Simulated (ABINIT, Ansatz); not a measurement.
An input for ABINIT 10.8.3 (MgTiF6 (R-3)):

```
acell 3*1.0 Angstrom
rprim 
  2.608280093927 1.505891214373 4.444507563992
  -2.608280093927 1.505891214373 4.444507563992
  0.000000000000 -3.011782428679 4.444507564015
ntypat 3
znucl 12 22 9
natom 8
typat 1 2 3 3 3 3 3 3
xred 
  0.500000000000 0.500000000000 0.500000000000
  0.000000000000 -0.000000000000 -0.000000000000
  0.671617650000 0.842455580000 0.242244330000
  0.842455580000 0.242244330000 0.671617650000
  0.757755670000 0.328382350000 0.157544420000
  0.157544420000 0.757755670000 0.328382350000
  0.328382350000 0.157544420000 0.757755670000
  0.242244330000 0.671617650000 0.842455580000
pp_dirpath "pseudos"
pseudos "Mg.upf, Ti.upf, F.upf"
ecut 38
ngkpt 2 2 2
nshiftk 1
shiftk 0 0 0
kptopt 1
chksymbreak 0
istwfk *1
occopt 1
irdwfk 1
optdriver 4
nband 101
gwcalctyp 0
ecutsigx 38
symsigma 1
nkptgw 2
kptgw 
  0.0000000000 0.0000000000 0.0000000000
  0.5000000000 0.5000000000 0.0000000000
bdgw 
  31 35
  31 34
ecuteps 4.2
irdscr 1
ppmodel 1
zcut 1.0 eV
indata_prefix "in"
outdata_prefix "out"
tmpdata_prefix "tmp"
```

```sh
OMP_NUM_THREADS=1 mpirun -n 4 abinit run.abi > log
```

**Question.** Estimate wall time and host memory on 4 MPI ranks of Intel Xeon Platinum 8259CL at 2.50GHz (Skylake/Cascade Lake), shared host.

It took 25 s; on shared hardware allow 13 s to 50 s. Peak host memory was 1.1 GiB.

[Paths, hosts, dates, memory and timing lines, banners, echoed tables and standing remarks are left out of the program output.]

[Logs are printed without paths, hosts, clocks, repeated set-up lines and the standing remarks that a program may print on its own settings, such as how far it seeks lower states.]

[Runs of the session that timed out or met a known fault of the program may be left out.]

[Hosts, paths, dates, database ids (printed as entryN), source tags and the programs' standing remarks are cut or masked in the printed files.]

[G0W0 gaps are taken among the corrected bands and points alone; a level outside them can change the order at an edge.]

[Where Ansatz stands beside ABINIT at settings called matched, ABINIT's density can come from a denser mesh and the files from another edition; pairs whose starting gaps differed by over 0.03 eV were left out, so agreement reads better than it is.]
